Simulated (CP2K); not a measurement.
Consider 2-nitrosofuran at its PBE geometry (Å).

```xyz
10

O     2.9857   -0.0510    0.0949
N     2.1053   -0.8309   -0.3339
C     0.8108   -0.3635   -0.1531
C     0.2237    0.7679    0.3967
C    -1.1711    0.6006    0.2578
C    -1.3554   -0.6175   -0.3666
O    -0.1704   -1.2204   -0.6249
H     0.7679    1.5954    0.8374
H    -1.9561    1.2809    0.5700
H    -2.2403   -1.1615   -0.6782
```

Method: CP2K XAS_TDP, all-electron GAPW, PBEh(45%), aug-cc-pVDZ, TDA, GW2X-corrected core level, no relativity.

Question: Where do the C K-edge lines lie, and how strong are they?

Leading lines: C3 290.00 eV, C4 286.38 eV, C5 288.14 eV and C6 287.72 eV. The leading line of an atom is its first one with 35 % of the strongest within 2.5 eV of its lowest line over the strength cut. Core ionisation energies at this level: C4 293.02, C5 292.90, C3 294.08 and C6 294.32 eV.

The first six lines of each atom with a strength over 0.0015:

```tsv
atom	energy (eV)	states	strength, one atom	above the computed threshold
C3 (bonded to C, N and O)	287.83	1	0.0092	
	290.00	1	0.0473	
	292.38	1	0.0154	
	292.53	1	0.0061	
	292.92	1	0.0334	
	293.25	1	0.0016	
C4 (bonded to 2 C and H)	286.38	1	0.0412	
	290.40	1	0.0031	
	291.00	1	0.0086	
	291.27	1	0.0153	
	291.87	1	0.0042	
	292.09	1	0.0024	
C5 (bonded to 2 C and H)	288.14	1	0.0524	
	290.62	1	0.0113	
	291.81	1	0.0032	
	292.19	1	0.0041	
	292.33	1	0.0031	
	293.28	1	0.0040	yes
C6 (bonded to C, O and H)	287.72	1	0.0497	
	290.94	1	0.0092	
	291.98	1	0.0171	
	292.74	1	0.0147	
	293.10	1	0.0038	
	293.63	1	0.0041
```

Lines are vertical, at one geometry, with no vibrational structure. GW2X ionisation energies and lines can be off by 1 to 2 eV either way, and a good line position may hide errors that cancel. These values hold no scalar relativity, about 0.1 eV for C 1s. Rydberg lines, and the discretised continuum above threshold, depend on the basis and the box.

[Banner, clock and machine lines of the logs are left out without a mark of their own.]

[Logs are printed without paths, hosts, clocks, repeated set-up lines and the standing remarks that a program may print on its own settings, such as how far it seeks lower states.]

[Hosts, paths, dates, database ids (printed as entryN), source tags and the programs' standing remarks are cut or masked in the printed files.]
